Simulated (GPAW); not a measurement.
# Magnetic state of 1 ML Cr on Mo(110), 2 substrate layers from several starts

A self-consistent run ends on one state, which hangs on the start. Several orders of 1 ML Cr on Mo(110), 2 substrate layers are started in GPAW and their energies compared.

Main program and level: GPAW 26.7.0; revPBE; plane waves with GPAW's PAW setups, scalar-relativistic.

## 1. The starting structure

The cell holds 3 atoms: 2 Mo and 1 Cr. Its edges and angles: a = 2.725 Å, b = 2.725 Å, c = 18.348 Å, α = 90.0°, β = 90.0°, γ = 109.5°. pseudomorphic film on the measured substrate lattice, hard-sphere layer spacings, unrelaxed, 14 A of vacuum. Vacuum lies along c.

## 2. Order 1, typed as ferro +

The parallel start comes first: it fits the smallest cell, keeps the most symmetry and shows whether parallel moments form.

File order1.py:

```python
import json
import numpy as np
from ase import Atoms
from ase.parallel import paropen, parprint
from gpaw import GPAW

atoms = Atoms(['Mo', 'Mo', 'Cr'],
    cell=[[1.573415, -2.225145, 0.0],
         [1.573415, 2.225145, 0.0],
         [0.0, 0.0, 18.348301]],
    scaled_positions=[[0.0, 0.0, 0.381507],
         [0.5, 0.5, 0.502779],
         [0.0, 0.0, 0.618493]],
    pbc=True,
    magmoms=[0.0, 0.0, 2.5])
atoms.calc = GPAW(mode={'name': 'pw', 'ecut': 550},
    xc='revPBE',
    kpts={'size': (10, 10, 1), 'gamma': True},
    occupations={'name': 'fermi-dirac', 'width': 0.1},
    convergence={'density': 1e-05, 'energy': 1e-05},
    maxiter=200,
    symmetry={'tolerance': 1e-4},
    txt='order1.txt')
e = atoms.get_potential_energy(force_consistent=True)
res = {'free_energy': e, 'energy_sigma0': atoms.get_potential_energy(), 'fermi_energy': atoms.calc.get_fermi_level()}
res['moments'] = atoms.get_magnetic_moments().tolist()
res['total'] = atoms.get_magnetic_moment()
parprint('site moments (muB):', np.round(res['moments'], 3))
parprint(f"total moment: {res['total']:.3f} muB")
parprint(f'free energy: {e:.6f} eV')
atoms.calc.write('order1.gpw')
with paropen('results.json', 'w') as f:
    json.dump(res, f)
```

Started as:

```console
OMP_NUM_THREADS=1 mpirun -n 2 gpaw python order1.py > order1.log
```

Log:

```text
site moments (muB): [ 0.061 -0.28   2.481]
total moment: 2.732 muB
free energy: -27.881261 eV

--- order1.txt ---
Input parameters:
  mode=PW(ecut=550),
  convergence={'density': 1e-05, 'energy': 1e-05},
  kpts=MonkhorstPack(size=(10, 10, 1), gamma=True),
  maxiter=200,
  occupations=Occupations(name='fermi-dirac', width=0.1),
  symmetry=Symmetry(tolerance=0.0001),
  xc=XC(name='revPBE')

Diagonalizing LCAO Hamiltonian
Converting LCAO to pw mode

       Cr

           Mo

       Mo

Atoms  # Å, Bohr magnetons
|   | symbol |        x |        y |         z |    initial magnetic moments |
|---|--------|----------|----------|-----------|-----------------------------|
| 0 |     Mo | 0.000000 | 0.000000 |  7.000005 | ( 0.0000,  0.0000,  0.0000) |
| 1 |     Mo | 1.573415 | 0.000000 |  9.225140 | ( 0.0000,  0.0000,  0.0000) |
| 2 |     Cr | 0.000000 | 0.000000 | 11.348296 | ( 0.0000,  0.0000,  2.5000) |

Unit cell  # Å
| periodic |        x |         y |         z |   lengths |     angles |
|----------|----------|-----------|-----------|-----------|------------|
|      yes | 1.573415 | -2.225145 |  0.000000 |  2.725235 |  90.000000 |
|      yes | 1.573415 |  2.225145 |  0.000000 |  2.725235 |  90.000000 |
|      yes | 0.000000 |  0.000000 | 18.348301 | 18.348301 | 109.471225 |

Number of symmetries: 4

BZ-sampling:
  Number of BZ points: 100
  Number of IBZ points: 31

  Monkhorst-Pack size: [10, 10, 1]
  Monkhorst-Pack shift: [0.05, 0.05, 0.0]

K-points  # in reciprocal-cell coordinates
|     |                                coordinates |     weight |
|-----|--------------------------------------------|------------|
|   0 | (  0.00000000,   0.00000000,   0.00000000) | 0.01000000 |
|   1 | (  0.10000000,  -0.10000000,   0.00000000) | 0.02000000 |
|   2 | (  0.10000000,   0.00000000,   0.00000000) | 0.04000000 |
|   3 | (  0.10000000,   0.10000000,   0.00000000) | 0.02000000 |
|   4 | (  0.20000000,  -0.20000000,   0.00000000) | 0.02000000 |
|   5 | (  0.20000000,  -0.10000000,   0.00000000) | 0.04000000 |
|   6 | (  0.20000000,   0.00000000,   0.00000000) | 0.04000000 |
|   7 | (  0.20000000,   0.10000000,   0.00000000) | 0.04000000 |
|   8 | (  0.20000000,   0.20000000,   0.00000000) | 0.02000000 |
|   9 | (  0.30000000,  -0.30000000,   0.00000000) | 0.02000000 |
| ... |                                            |            |
|  30 | (  0.50000000,   0.50000000,   0.00000000) | 0.01000000 |

Plane wave coefficients: 3784
Cutoff: 550.0 eV

Spin-components: 2 (collinear spins)
Bands:           26
Projectors:      18
Spin-degeneracy: 1
Datatype:        complex128

Parallelization:
  kpt:    2
  domain: 1
  band:   1

Density:
  Valence electrons: 34.0
  Components: 2
  Grid points: [ 15  15 100]
  Charge: 0.0  # |e|

Potential:
  Grid points: [ 15  15 100]

species:
  Mo:
    name:    Molybdenum
    Z:       42.0
    valence: 14
    core:    28
    charge:  0.0  # [|e|]
    compensation charges:
      type: gauss
      rc: 0.38  # [Å]
      lmax: 2
    cutoffs:
      filter: 2.16  # [Å]
      core: 1.42  # [Å]
    projectors
    | kind |    occ | energy [eV] | rcut [Å] |
    |------|--------|-------------|----------|
    |   4s |  2.000 |     -64.252 |    1.238 |
    |   5s |  1.000 |      -3.999 |    1.238 |
    |   4p |  6.000 |     -38.444 |    1.296 |
    |   5p |  0.000 |      -1.008 |    1.296 |
    |   4d |  5.000 |      -3.700 |    1.296 |
    |    d |        |      23.512 |    1.296 |

    Using partial waves for Mo as LCAO basis

  Cr:
    name:    Chromium
    Z:       24.0
    valence: 6
    core:    18
    charge:  0.0  # [|e|]
    compensation charges:
      type: gauss
      rc: 0.35  # [Å]
      lmax: 2
    cutoffs:
      filter: 2.14  # [Å]
      core: 3.04  # [Å]
    projectors
    | kind |    occ | energy [eV] | rcut [Å] |
    |------|--------|-------------|----------|
    |   4s |  1.000 |      -3.933 |    1.164 |
    |   4p |  0.000 |      -0.966 |    1.217 |
    |   3d |  5.000 |      -2.850 |    1.111 |
    |    s |        |      23.278 |    1.164 |
    |    p |        |      26.245 |    1.217 |
    |    d |        |      24.362 |    1.111 |

    Using partial waves for Cr as LCAO basis

Reference energy: -248865.021045  # eV

eigensolver:
  PPCG
  Converge bands: occupied
  niter=2

density mixing:
  MSR1-Mixer
  Pratt-step length: 0.05
  Maximum mixing coefficient: 0.75
  Old densities: 10
  SVD Regularization: 0.005
  Good broyden scale: 1.0
  Trust region scale: 1.0
  Backstep threshold: 4.0
  History deletion threshold: 6.0
  Fourier metric: weight=20.0, sigma=0.015

occupation numbers:
  Fermi-Dirac:
    width: 0.1000  # eV

poisson solver:
  ecut: 4400.0  # eV

xc functional:
  name: revPBE with 2 nearest neighbor stencil

convergence criteria:
- Maximum integral of absolute [dens]ity change: 1e-05 electrons / valence electron
- Maximum [total energy] change in last 3 cyles: 1e-05 eV / valence electron
- Maximum integral of absolute [eigenst]ate change: 4e-08 eV^2 / valence electron
maximum number of iterations: 200

SCF iterations
|iter     |      energy | eigst |  dens |  magmom |
|---------|-------------|-------|-------|---------|
|iter:   1|       0s |  -38.575132 | +0.38 |       |  +2.4889|
|iter:   2|       4s |  -60.771990 | +0.35 | -0.50 |  +2.4096|
|iter:   3|       8s |  -30.075966 | -0.36 | -0.38 |  +2.4053|
|iter:   4|      13s |  -29.992431 | -1.10 | -0.87 |  +2.3956|
|iter:   5|      17s |  -28.548132 | -1.23 | -0.80 |  +2.3183|
|iter:   6|      22s |  -28.305091 | -1.18 | -1.02 |  +2.2185|
|iter:   7|      26s |  -27.931316 | -2.02 | -1.07 |  +2.1465|
|iter:   8|      30s |  -27.753263 | -1.81 | -1.23 |  +1.9974|
|iter:   9|      35s |  -27.758062 | -2.30 | -1.48 |  +1.9214|
|iter:  10|      39s |  -27.755726 | -2.89 | -1.54 |  +1.8828|
[... 15 iterations left out ...]
|iter:  26|     108s |  -27.813433 | -3.89 | -2.04 |  +2.7174|
|iter:  27|     112s |  -27.813525 | -5.16 | -3.39 |  +2.7407|
|iter:  28|     116s |  -27.813481c| -6.04 | -3.55 |  +2.7350|
|iter:  29|     120s |  -27.813444c| -6.07 | -3.93 |  +2.7325|
|iter:  30|     124s |  -27.813450c| -6.34 | -3.71 |  +2.7331|
|iter:  31|     128s |  -27.813452c| -7.10 | -4.41 |  +2.7327|
|iter:  32|     132s |  -27.813444c| -7.55c| -4.31 |  +2.7327|
|iter:  33|     134s |  -27.813447c| -7.69c| -4.49 |  +2.7323|
|iter:  34|     136s |  -27.813440c| -7.71c| -4.38 |  +2.7320|
|iter:  35|     137s |  -27.813439c| -8.14c| -5.28c|  +2.7320|

Converged in 35 steps
Energy contributions relative to reference atoms: (reference = -248865.021045)

Energy contributions:
  Kinetic:         -43.978859
  Coulomb:          28.127323
  Zero:             -0.502831
  External:          0.000000
  Xc:              -11.391251
  Entropy:          -0.135644
  Spinorbit:         0.000000
  ----------------------------
  Free energy:     -27.881261
  Extrapolated:    -27.813439

dipole moment: (-19.356090, 0.000000, 0.055083)  # |e|*Ang

Total magnetic moment: (0.000000, 0.000000, 2.732033)

Local magnetic moments
|        x |        y |         z |
|----------|----------|-----------|
| 0.000000 | 0.000000 |  0.061470 |  # Mo   0
| 0.000000 | 0.000000 | -0.279992 |  # Mo   1
| 0.000000 | 0.000000 |  2.480789 |  # Cr   2

Fermi level: 1.753
Eigenvalues  # (at kpt = [0.000, 0.000, 0.000])
| band index |      eig [eV] | occ [0-1] |      eig [eV] | occ [0-1] |
|------------|---------------|-----------|---------------|-----------|
|          0 |       -59.375 |     1.000 |       -59.521 |     1.000 |
|        ... |               |           |               |           |
|         10 |        -2.922 |     1.000 |        -2.368 |     1.000 |
|         11 |        -1.086 |     1.000 |        -1.087 |     1.000 |
|         12 |        -0.321 |     1.000 |        -0.002 |     1.000 |
|         13 |         0.108 |     1.000 |         0.454 |     1.000 |
|         14 |         0.276 |     1.000 |         1.476 |     0.941 |
|         15 |         0.476 |     1.000 |         1.538 |     0.896 |
|         16 |         0.675 |     1.000 |         2.049 |     0.049 |
|         17 |         1.088 |     0.999 |         2.089 |     0.033 |
|         18 |         1.605 |     0.815 |         2.905 |     0.000 |
|         19 |         1.681 |     0.673 |         3.259 |     0.000 |
|         20 |         2.284 |     0.005 |         3.385 |     0.000 |
|         21 |         2.556 |     0.000 |         3.534 |     0.000 |
|         22 |         3.230 |     0.000 |         3.695 |     0.000 |
|         23 |         3.429 |     0.000 |         3.825 |     0.000 |
|         24 |         3.731 |     0.000 |         3.985 |     0.000 |
|         25 |         4.066 |     0.000 |         4.410 |     0.000 |

No gap
No difference between direct/indirect transitions
```

Elapsed: 2.4 min, on 2 MPI ranks of Arm Neoverse V1, shared host; peak memory 0.55 GiB; 4.9 min of CPU time.

Spin moment in the augmentation sphere by atom:

```csv
atom,spin moment in the augmentation sphere (μB)
Mo1,0.06
Mo2,-0.28
Cr3,2.48
```

Numbers from this step:

```
magnetization : 2.732 μB
final state   : ferromagnetic
```

After 35 cycles the largest moment stands at 2.48 μB.

## 3. Run 2 (antiferro q=(0,1/2,0) +-)

Reversing part of the moments tests the sign of the couplings between them.

The cell is doubled to 6 atoms to hold this order. Its mesh is chosen so that both cells sample the same points.

File order2.py:

```python
import json
import numpy as np
from ase import Atoms
from ase.parallel import paropen, parprint
from gpaw import GPAW

atoms = Atoms(['Mo', 'Mo', 'Mo', 'Mo', 'Cr', 'Cr'],
    cell=[[1.573415, -2.225145, 0.0],
         [3.14683, 4.45029, 0.0],
         [0.0, 0.0, 18.348301]],
    scaled_positions=[[0.0, 0.0, 0.381507],
         [0.0, 0.5, 0.381507],
         [0.5, 0.25, 0.502779],
         [0.5, 0.75, 0.502779],
         [0.0, 0.0, 0.618493],
         [0.0, 0.5, 0.618493]],
    pbc=True,
    magmoms=[0.0, 0.0, 0.0, 0.0, 2.5, -2.5])
atoms.calc = GPAW(mode={'name': 'pw', 'ecut': 550},
    xc='revPBE',
    kpts={'size': (10, 5, 1), 'gamma': True},
    occupations={'name': 'fermi-dirac', 'width': 0.1},
    convergence={'density': 1e-05, 'energy': 1e-05},
    maxiter=200,
    symmetry={'tolerance': 1e-4},
    txt='order2.txt')
e = atoms.get_potential_energy(force_consistent=True)
res = {'free_energy': e, 'energy_sigma0': atoms.get_potential_energy(), 'fermi_energy': atoms.calc.get_fermi_level()}
res['moments'] = atoms.get_magnetic_moments().tolist()
res['total'] = atoms.get_magnetic_moment()
parprint('site moments (muB):', np.round(res['moments'], 3))
parprint(f"total moment: {res['total']:.3f} muB")
parprint(f'free energy: {e:.6f} eV')
atoms.calc.write('order2.gpw')
with paropen('results.json', 'w') as f:
    json.dump(res, f)
```

Started as:

```console
OMP_NUM_THREADS=1 mpirun -n 2 gpaw python order2.py > order2.log
```

Log:

```text
site moments (muB): [-0.115  0.115 -0.    -0.     2.822 -2.822]
total moment: 0.000 muB
free energy: -56.209440 eV

--- order2.txt ---
Input parameters:
  mode=PW(ecut=550),
  convergence={'density': 1e-05, 'energy': 1e-05},
  kpts=MonkhorstPack(size=(10, 5, 1), gamma=True),
  maxiter=200,
  occupations=Occupations(name='fermi-dirac', width=0.1),
  symmetry=Symmetry(tolerance=0.0001),
  xc=XC(name='revPBE')

Diagonalizing LCAO Hamiltonian
Converting LCAO to pw mode

             Cr
       Cr
                 Mo

           Mo
             Mo
       Mo

Atoms  # Å, Bohr magnetons
|   | symbol |        x |        y |         z |    initial magnetic moments |
|---|--------|----------|----------|-----------|-----------------------------|
| 0 |     Mo | 0.000000 | 0.000000 |  7.000005 | ( 0.0000,  0.0000,  0.0000) |
| 1 |     Mo | 1.573415 | 2.225145 |  7.000005 | ( 0.0000,  0.0000,  0.0000) |
| 2 |     Mo | 1.573415 | 0.000000 |  9.225140 | ( 0.0000,  0.0000,  0.0000) |
| 3 |     Mo | 3.146830 | 2.225145 |  9.225140 | ( 0.0000,  0.0000,  0.0000) |
| 4 |     Cr | 0.000000 | 0.000000 | 11.348296 | ( 0.0000,  0.0000,  2.5000) |
| 5 |     Cr | 1.573415 | 2.225145 | 11.348296 | ( 0.0000,  0.0000, -2.5000) |

Unit cell  # Å
| periodic |        x |         y |         z |   lengths |     angles |
|----------|----------|-----------|-----------|-----------|------------|
|      yes | 1.573415 | -2.225145 |  0.000000 |  2.725235 |  90.000000 |
|      yes | 3.146830 |  4.450290 |  0.000000 |  5.450470 |  90.000000 |
|      yes | 0.000000 |  0.000000 | 18.348301 | 18.348301 | 109.471225 |

Number of symmetries: 2

BZ-sampling:
  Number of BZ points: 50
  Number of IBZ points: 26

  Monkhorst-Pack size: [10, 5, 1]
  Monkhorst-Pack shift: [0.05, 0.0, 0.0]

Plane wave coefficients: 7560
Cutoff: 550.0 eV

Spin-components: 2 (collinear spins)
Bands:           45
Projectors:      36
Spin-degeneracy: 1
Datatype:        complex128

Parallelization:
  kpt:    2
  domain: 1
  band:   1

Density:
  Valence electrons: 68.0
  Components: 2
  Grid points: [ 15  30 100]
  Charge: 0.0  # |e|

Potential:
  Grid points: [ 15  30 100]

[... setups left out ...]
Reference energy: -497730.042090  # eV

eigensolver:
  PPCG
  Converge bands: occupied
  niter=2

density mixing:
  MSR1-Mixer
  Pratt-step length: 0.05
  Maximum mixing coefficient: 0.75
  Old densities: 10
  SVD Regularization: 0.005
  Good broyden scale: 1.0
  Trust region scale: 1.0
  Backstep threshold: 4.0
  History deletion threshold: 6.0
  Fourier metric: weight=20.0, sigma=0.015

occupation numbers:
  Fermi-Dirac:
    width: 0.1000  # eV

poisson solver:
  ecut: 4400.0  # eV

xc functional:
  name: revPBE with 2 nearest neighbor stencil

convergence criteria:
- Maximum integral of absolute [dens]ity change: 1e-05 electrons / valence electron
- Maximum [total energy] change in last 3 cyles: 1e-05 eV / valence electron
- Maximum integral of absolute [eigenst]ate change: 4e-08 eV^2 / valence electron
maximum number of iterations: 200

SCF iterations
|iter     |      energy | eigst |  dens |  magmom |
|---------|-------------|-------|-------|---------|
|iter:   1|       0s |  -77.406230 | +0.44 |       |  +0.0000|
|iter:   2|      13s | -114.802343 | +1.13 | -0.50 |  +0.0000|
|iter:   3|      27s |  -62.233086 | +0.03 | -0.46 |  -0.0000|
|iter:   4|      41s |  -76.244102 | +0.53 | -0.81 |  +0.0000|
|iter:   5|      54s |  -57.666251 | -0.40 | -0.60 |  +0.0000|
|iter:   6|      68s |  -56.318070 | -0.85 | -1.00 |  +0.0000|
|iter:   7|      82s |  -56.215623 | -1.29 | -1.20 |  +0.0000|
|iter:   8|      95s |  -55.852002 | -1.75 | -1.29 |  +0.0000|
|iter:   9|     109s |  -55.834146 | -2.18 | -1.44 |  +0.0000|
|iter:  10|     123s |  -55.817014 | -2.79 | -1.52 |  -0.0000|
[... 12 iterations left out ...]
|iter:  23|     300s |  -56.094833 | -4.90 | -2.54 |  -0.0001|
|iter:  24|     314s |  -56.094229 | -4.43 | -2.74 |  +0.0000|
|iter:  25|     327s |  -56.094339c| -4.93 | -3.77 |  +0.0003|
|iter:  26|     341s |  -56.094203c| -5.17 | -3.12 |  -0.0000|
|iter:  27|     355s |  -56.094198c| -6.07 | -3.91 |  +0.0000|
|iter:  28|     368s |  -56.094202c| -6.62 | -4.14 |  +0.0001|
|iter:  29|     382s |  -56.094201c| -6.53 | -4.35 |  +0.0001|
|iter:  30|     395s |  -56.094199c| -6.82 | -4.19 |  +0.0001|
|iter:  31|     409s |  -56.094198c| -7.56c| -4.71 |  +0.0000|
|iter:  32|     415s |  -56.094199c| -7.82c| -5.01c|  +0.0000|

Converged in 32 steps
Energy contributions relative to reference atoms: (reference = -497730.042090)

Energy contributions:
  Kinetic:         -84.756816
  Coulomb:          53.681694
  Zero:             -1.024942
  External:          0.000000
  Xc:              -23.878896
  Entropy:          -0.230481
  Spinorbit:         0.000000
  ----------------------------
  Free energy:     -56.209440
  Extrapolated:    -56.094199

dipole moment: (-38.701966, 0.000022, 0.046149)  # |e|*Ang

Total magnetic moment: (0.000000, 0.000000, 0.000031)

Local magnetic moments
|        x |        y |         z |
|----------|----------|-----------|
| 0.000000 | 0.000000 | -0.115153 |  # Mo   0
| 0.000000 | 0.000000 |  0.115160 |  # Mo   1
| 0.000000 | 0.000000 | -0.000008 |  # Mo   2
| 0.000000 | 0.000000 | -0.000008 |  # Mo   3
| 0.000000 | 0.000000 |  2.822139 |  # Cr   4
| 0.000000 | 0.000000 | -2.822099 |  # Cr   5

Fermi level: 1.624
Eigenvalues  # (at kpt = [0.000, 0.000, 0.000])
| band index |      eig [eV] | occ [0-1] |      eig [eV] | occ [0-1] |
|------------|---------------|-----------|---------------|-----------|
|          0 |       -59.539 |     1.000 |       -59.539 |     1.000 |
|        ... |               |           |               |           |
|         26 |        -0.107 |     1.000 |        -0.107 |     1.000 |
|         27 |         0.179 |     1.000 |         0.179 |     1.000 |
|         28 |         0.380 |     1.000 |         0.380 |     1.000 |
|         29 |         0.913 |     0.999 |         0.913 |     0.999 |
|         30 |         0.997 |     0.998 |         0.997 |     0.998 |
|         31 |         1.276 |     0.970 |         1.276 |     0.970 |
|         32 |         1.301 |     0.962 |         1.301 |     0.962 |
|         33 |         1.529 |     0.720 |         1.529 |     0.720 |
|         34 |         1.804 |     0.141 |         1.804 |     0.141 |
|         35 |         2.037 |     0.016 |         2.037 |     0.016 |
|         36 |         2.617 |     0.000 |         2.617 |     0.000 |
|         37 |         3.038 |     0.000 |         3.038 |     0.000 |
|         38 |         3.167 |     0.000 |         3.167 |     0.000 |
|         39 |         3.198 |     0.000 |         3.198 |     0.000 |
|         40 |         3.274 |     0.000 |         3.274 |     0.000 |
|         41 |         3.281 |     0.000 |         3.281 |     0.000 |
|        ... |               |           |               |           |
|         44 |         3.883 |     0.000 |         3.883 |     0.000 |

No gap
No difference between direct/indirect transitions
```

Run time: 7.3 min. Hardware: 2 MPI ranks; peak memory 0.91 GiB; 15 min of CPU time.

Spin moment in the augmentation sphere by atom:

```csv
atom,spin moment in the augmentation sphere (μB)
Mo1,-0.12
Mo2,0.12
Mo3,0.00
Mo4,0.00
Cr5,2.82
Cr6,-2.82
```

Read from the output:

```yaml
magnetization: 0 μB
final_state: antiferromagnetic
```

It lies 223 meV a seeded atom under the first start, and its largest moment is 2.82 μB against 2.48 μB.

(Continued in part 2 of 2.)

[Long decimals in the printed logs are rounded to 6 places.]

[Logs and program files are shortened in this print: banners, set-up blocks, solver, clock and traceback lines can be left out without a mark of their own.]

[Logs are printed without paths, hosts, clocks, repeated set-up lines and the standing remarks that a program may print on its own settings, such as how far it seeks lower states.]

[Hosts, paths, dates, database ids (printed as entryN), source tags and the programs' standing remarks are cut or masked in the printed files.]

[Where the starting crystal was built by hand or by swapping elements, it need not be the compound's stable phase.]

[Where a cell is said to come from a database of computed structures, the database is the Materials Project.]

[Runs that the program refused, that were killed for memory or that had too few empty states are not shown or counted.]

[Lattice constants of own cells that a recipe calls measured were typed without a cited source.]
